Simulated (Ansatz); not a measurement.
# Direct or indirect: LuTlTeSe (R3m)

```
Tl Lu Te Se
1.0
     2.12573    1.22729    8.01400
    -2.12573    1.22729    8.01400
     0.00000   -2.45458    8.01400
Tl Lu Te Se
1 1 1 1
Direct
  0.99794 0.99794 0.99794
  0.50566 0.50566 0.50566
  0.76373 0.76373 0.76373
  0.23267 0.23267 0.23267
```

Method: Ansatz, PBE, independent particles, without spin-orbit coupling, line width 0.1 eV (Gaussian). The band structure gives a fundamental gap of 0.93 eV. The spectrum of vertical transitions near the edge:

```tsv
E (eV)	Im ε, E ∥ xy	Im ε, E ∥ z
0.48	0.00	0.00
0.60	0.00	0.00
0.72	0.00	0.00
0.84	0.00	0.00
0.96	0.00	0.00
1.08	0.00	0.00
1.20	0.00	0.00
1.32	0.00	0.00
1.44	0.00	0.00
1.56	0.00	0.01
1.68	0.00	0.09
1.80	0.00	0.26
1.92	0.01	0.37
2.04	0.04	0.45
2.16	0.12	0.51
2.28	0.52	0.70
2.40	1.90	1.12
2.52	6.84	2.12
2.64	16.23	3.99
2.76	20.96	7.37
2.88	16.79	10.71
3.00	12.58	13.43
3.12	10.94	16.33
3.24	10.96	21.07
3.36	11.43	27.59
3.48	13.09	29.90
```

Is the gap direct or indirect, and about where do vertical transitions set in?

Indirect, by the band path, whose least direct gap is 1.68 eV. The curves fit this: they stay near zero above 0.93 eV and rise only from about 1.7 eV, though a forbidden direct transition would look alike. Lines are broadened by 0.1 eV, which spreads the edge, and phonons, which would give weak absorption from the fundamental gap up, are left out. Along the first axis the transitions at the gap are weak, so the curve there climbs slowly.

Cells made by substitution are models, which may or may not match a known phase.

[Logs are printed without paths, hosts, clocks, repeated set-up lines and the standing remarks that a program may print on its own settings, such as how far it seeks lower states.]
